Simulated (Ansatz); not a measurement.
**Work function of Co(0001): what the settings cost and change**

How far do functional and pseudopotentials move the work function of Co(0001), and at what cost?

Calculated with Ansatz 0.2.0; plane-wave DFT, PBE, Ansatz PAW, in the first sound run; inputs show where later runs differ.

This is a report of a sequence of runs, with most program output left out.

### Step 1. Starting point

The cell holds 7 atoms: 7 Co. Cell: a = 2.510 Å, b = 2.510 Å, c = 30.214 Å, α = 90.0°, β = 90.0°, γ = 60.0°. Vacuum lies along c.

### Step 2. Run, setting PBE, Ansatz PAW (420 eV)

A work function rests on the faint tail of the density, so the SCF threshold is tight. PBE on the default files comes first; the next runs keep the geometry and change functional or files, each at the cutoff that its files recommend; a relaxation and, for heavy metals, spin-orbit coupling close the ladder.

Contents of input.yaml:

```yaml
crystal:
  lattice:
    - [2.51, 0.0, 0.0]
    - [1.255, 2.1737237635, 0.0]
    - [0.0, 0.0, 30.21366]
  atoms:
    - { symbol: Co, position: [0.0, 0.0, 0.2978785093], spin: 1.7 }
    - { symbol: Co, position: [0.6666666667, 0.6666666667, 0.3652523395], spin: 1.7 }
    - { symbol: Co, position: [0.0, 0.0, 0.4326261698], spin: 1.7 }
    - { symbol: Co, position: [0.6666666667, 0.6666666667, 0.5], spin: 1.7 }
    - { symbol: Co, position: [0.0, 0.0, 0.5673738302], spin: 1.7 }
    - { symbol: Co, position: [0.6666666667, 0.6666666667, 0.6347476605], spin: 1.7 }
    - { symbol: Co, position: [0.0, 0.0, 0.7021214907], spin: 1.7 }
magnetization:
  spin_polarized: true
kpoints:
  mp_grid: { grid: [19, 19, 1] }
hamiltonian:
  xc: pbe
scf:
  occupations: { method: fermi_dirac, width: 0.1 }
  convergence: { dr2_threshold: 1.0e-09 }
efield:
  axis: 3
  dipole_correction: true
  ramp_position: 0.97
  ramp_width: 0.06
output:
  write_potential: true
  write_density: true
  volumetric_format: npy
  elf: true
```

The run is started by

```bash
$ ansatz run input.yaml --threads 4 --pin off --max-ram 6144MiB --backend cpu --events-out ev --progress --plain --runs-dir out
```

It took 2.8 min on 4 threads of Arm Neoverse N1, shared host; peak memory 1.3 GiB.

Numbers from this step:

- energy at zero smearing: -35881.5319 eV
- total moment: 11.73 μB
- site moments: 1.817, 1.748, 1.707, 1.713, 1.707, 1.748, 1.817 μB
- work function, upper face: 4.984 eV

Running mean over 2.03561 Å of the planar mean; the ramp of the sawtooth is left out. Electron's electrostatic potential energy less the Fermi level against z:

```csv
z (Å),electron's electrostatic potential energy less the Fermi level (eV)
4,4.98
5,4.98
6,4.92
7,4.21
8,-3.45
9,-10.3
10,-10.5
11,-10.5
12,-10.5
13,-10.5
14,-10.5
15,-10.5
16,-10.5
17,-10.5
18,-10.5
19,-10.5
20,-10.5
21,-10.4
22,-5.94
23,3.59
24,4.88
25,4.97
26,4.98
```

Site moment by atom:

```csv
atom,site moment (μB)
Co1,1.82
Co2,1.75
Co3,1.71
Co4,1.71
Co5,1.71
Co6,1.75
Co7,1.82
```

Spin density in the ca plane at fractional y = 0.000, with atoms of Co within 0.2 Å of it.

Ten even steps from '0' (0.0 e/Å³) to '9' (5.6 e/Å³), each cell a mean:
```
00000002520000000015300000000154000000000000
00000000100000000001000000000010000000000000
00000000000000000000000000000000000000000000
00000000000000000000000000000000000000000000
00000000000000000000000000000000000000000000
00000000000000000000000000000000000000000000
00000001310000000013200000000032000000000000
00000004930000000029500000000297100000000000
```
Columns run along c (16.0 Å, from fractional 0.34 to 0.87 of the cell), rows up along a (2.5 Å). Atoms in or near the plane, at fractional coordinates: Co at (0.43, 0.00), Co at (0.57, 0.00), Co at (0.70, 0.00).

Valence density in the ca plane at fractional y = 0.000, with atoms of Co within 0.2 Å of it. It is the smooth field of the valence electrons, not physical close to the nuclei.

Values in e/Å³, 5 rows by 16 columns, each cell a mean:
```
 0  0  6  8  0  0  4 10  0  0  3 12  0  0  0  0
 1  1  1  1  0  1  1  1  0  1  0  1  0  0  0  0
 1  1  0  0  1  1  0  0  1  1  0  0  0  0  0  0
 0  0  2  2  0  0  1  2  0  0  1  3  0  0  0  0
 0  0 10 15  0  0  7 18  0  0  4 21  0  0  0  0
```
Columns run along c (16.0 Å, from fractional 0.34 to 0.87 of the cell), rows up along a (2.5 Å). Atoms in or near the plane, at fractional coordinates: Co at (0.43, 0.00), Co at (0.57, 0.00), Co at (0.70, 0.00).

ELF in the ca plane at fractional y = 0.000, with atoms of Co within 0.2 Å of it. It is the smooth field of the valence electrons, not physical close to the nuclei.

Ten even steps from '0' (0.00) to '9' (0.97), each cell a mean:
```
33233227962232232269722332332488410000000000
22122213431221122134312221222244211100000000
21111221112211112211122111122111122110000000
11221232223212212322232122112222332210000000
11211222122212212221222112112212222110000000
21112212321221122123212211122122111100000000
32223226752232232257622322232377311000000000
33333238972233332279832333332599510000000000
```
Columns run along c (16.0 Å, from fractional 0.34 to 0.87 of the cell), rows up along a (2.5 Å). Atoms in or near the plane, at fractional coordinates: Co at (0.43, 0.00), Co at (0.57, 0.00), Co at (0.70, 0.00).

The work function is 4.984 eV.

### Step 3. Slab

This step: plane-wave DFT, LDA, Ansatz PAW (Ansatz 0.2.0).

Edit input.yaml of step 2 so:

```diff
@@ -18,3 +18,3 @@
 hamiltonian:
-  xc: pbe
+  xc: lda
 scf:
@@ -31,2 +31 @@
   volumetric_format: npy
-  elf: true
```

Run time: 3.3 min. Hardware: 4 threads; peak memory 1.3 GiB.

The work function is 5.332 eV, +0.348 eV from the run “PBE, Ansatz PAW (420 eV)”, at 1.1 times its CPU time.

### Step 4. Slab

This step: plane-wave DFT, PBEsol, Ansatz PAW (Ansatz 0.2.0).

Edit input.yaml of step 3 so:

```diff
@@ -18,3 +18,3 @@
 hamiltonian:
-  xc: lda
+  xc: pbesol
 scf:
```

It took 2.7 min on 4 threads; peak memory 1.3 GiB.

The work function is 5.106 eV, +0.123 eV from the run “PBE, Ansatz PAW (420 eV)”, at 0.98 times its CPU time.

### Step 5. Run

This step: plane-wave DFT, RPBE, Ansatz PAW (Ansatz 0.2.0).

Edit input.yaml of step 4 so:

```diff
@@ -18,3 +18,3 @@
 hamiltonian:
-  xc: pbesol
+  xc: rpbe
 scf:
```

Run time: 2.6 min. Hardware: 4 threads; peak memory 1.3 GiB.

The work function is 4.817 eV, -0.167 eV from the run “PBE, Ansatz PAW (420 eV)”, at 1.0 times its CPU time.

### Step 6. Slab

This step: plane-wave DFT, r2SCAN, Ansatz PAW (Ansatz 0.2.0).

Edit input.yaml of step 5 so:

```diff
@@ -18,3 +18,3 @@
 hamiltonian:
-  xc: rpbe
+  xc: r2scan
 scf:
```

Wall time 8.1 min (4 threads); peak memory 1.9 GiB.

The work function is 4.979 eV, -0.005 eV from the run “PBE, Ansatz PAW (420 eV)”, at 3.0 times its CPU time.

### Step 7. Slab

This step: plane-wave DFT, PBE, JTH PAW (Ansatz 0.2.0).

Edit input.yaml of step 6 so:

```diff
@@ -18,3 +18,4 @@
 hamiltonian:
-  xc: r2scan
+  xc: pbe
+  pseudopotentials: { kind: paw, source: jth }
 scf:
```

Run time: 14 min. Hardware: 4 threads; peak memory 5.6 GiB; 50 min of CPU time.

The work function is 4.974 eV, -0.009 eV from the run “PBE, Ansatz PAW (420 eV)”, at 6.1 times its CPU time.

### Step 8. Slab

This step: plane-wave DFT, PBE, norm-conserving (Ansatz 0.2.0).

Edit input.yaml of step 7 so:

```diff
@@ -19,3 +19,3 @@
   xc: pbe
-  pseudopotentials: { kind: paw, source: jth }
+  pseudopotentials: { kind: nc }
 scf:
```

The job ended after 9.1 min (4 threads; peak memory 5 GiB).

The work function is 4.978 eV, -0.005 eV from the run “PBE, Ansatz PAW (420 eV)”, at 4.0 times its CPU time.

### Step 9. Slab

This step: plane-wave DFT, LDA, norm-conserving (Ansatz 0.2.0).

Edit input.yaml of step 8 so:

```diff
@@ -18,3 +18,3 @@
 hamiltonian:
-  xc: pbe
+  xc: lda
   pseudopotentials: { kind: nc }
```

The job ended after 10 min (4 threads; peak memory 5 GiB; 40 min of CPU time).

The work function is 5.330 eV, +0.346 eV from the run “PBE, Ansatz PAW (420 eV)”, at 4.9 times its CPU time.

### Step 10. Slab, setting PBE, all layers relaxed

This step: plane-wave DFT, PBE, Ansatz PAW (Ansatz 0.2.0).

Edit input.yaml of step 9 so:

```diff
@@ -18,4 +18,3 @@
 hamiltonian:
-  xc: lda
-  pseudopotentials: { kind: nc }
+  xc: pbe
 scf:
@@ -28,2 +27,5 @@
   ramp_width: 0.06
+relax:
+  f_tol: 0.01
+  max_steps: 40
 output:
```

Wall time 5.5 min (4 threads); peak memory 1.1 GiB; 21 min of CPU time.

The relaxation took 4 steps and lowered the energy by 0.047 eV; the largest force on the free atoms ends at 0.0016 eV/Å.

The work function is 4.924 eV, -0.060 eV from the run “PBE, Ansatz PAW (420 eV)”, at 2.6 times its CPU time.

### Step 11. Side by side

Times are for 4 threads of Arm Neoverse N1, shared host. The runs compared:

```csv
no.,setting,"work function, upper face (eV)",time,memory (GiB)
1,"PBE, Ansatz PAW (420 eV)",4.984,2.8 min,1.3
2,"LDA, Ansatz PAW (420 eV)",5.332,3.3 min,1.3
3,"PBEsol, Ansatz PAW (420 eV)",5.106,2.7 min,1.3
4,"RPBE, Ansatz PAW (420 eV)",4.817,2.6 min,1.3
5,"r2SCAN, Ansatz PAW (500 eV)",4.979,8.1 min,1.9
6,"PBE, JTH PAW (1320 eV)",4.974,14 min,5.6
7,"PBE, norm-conserving (1306 eV)",4.978,9.1 min,5
8,"LDA, norm-conserving (1306 eV)",5.330,10 min,5.0
9,"PBE, all layers relaxed",4.924,5.5 min,1.1
```

### Step 12. A changed input

An input spoilt on purpose, to show how the run answers: it repeats the earlier run “PBE, Ansatz PAW (420 eV)” with efield.ramp_width from 0.06 to 0.9, and scf.max_iter set to 60; its output block differs too.

Edit input.yaml of step 10 so:

```diff
@@ -22,2 +22,3 @@
   convergence: { dr2_threshold: 1.0e-09 }
+  max_iter: 60
 efield:
@@ -26,6 +27,3 @@
   ramp_position: 0.97
-  ramp_width: 0.06
-relax:
-  f_tol: 0.01
-  max_steps: 40
+  ramp_width: 0.9
 output:
```

The job ended after 0.34 s (4 threads; peak memory 0.53 GiB).

The input was rejected at the start.

The program's message: “Error: efield: ion 0 (Co) at fractional coordinate 0.2979 along the field axis lies inside the sawtooth ramp with 2 of the planes that the density is read on at each end, [0.9607, 0.8793] — the ramp m …”

The fault put into the input: a ramp so wide that it reaches the atoms.

### Step 13. Summary of results

| Quantity | Value |
| --- | --- |
| work function, PBE, Ansatz PAW (420 eV) | 4.984 eV |
| work function, LDA, Ansatz PAW (420 eV) | 5.332 eV |
| work function, RPBE, Ansatz PAW (420 eV) | 4.817 eV |
| work function, r2SCAN, Ansatz PAW (500 eV) | 4.979 eV |
| work function, PBE, all layers relaxed | 4.924 eV |

What this shows: PBE on the default files gives 4.98 eV, and the settings tried spread the value from 4.82 to 5.33 eV. At one geometry LDA lies 0.35 eV above PBE. The choice of pseudopotentials moves the PBE value by 0.009 eV. Relaxing the layers changes it by -0.060 eV. The ladder's slabs use the tabulated experimental lattice constant (two decimals; a low-temperature value for the alkali metals). The magnetic order is the one reached from the typed start; other orders were not compared.

[Logs are printed without paths, hosts, clocks, repeated set-up lines and the standing remarks that a program may print on its own settings, such as how far it seeks lower states.]

[Hosts, paths, dates, database ids (printed as entryN), source tags and the programs' standing remarks are cut or masked in the printed files.]

[Maps of the electrostatic potential energy from Ansatz leave out the sawtooth potential of an applied field or a dipole correction, so their vacuum need not be flat; planar profiles and work functions include it.]
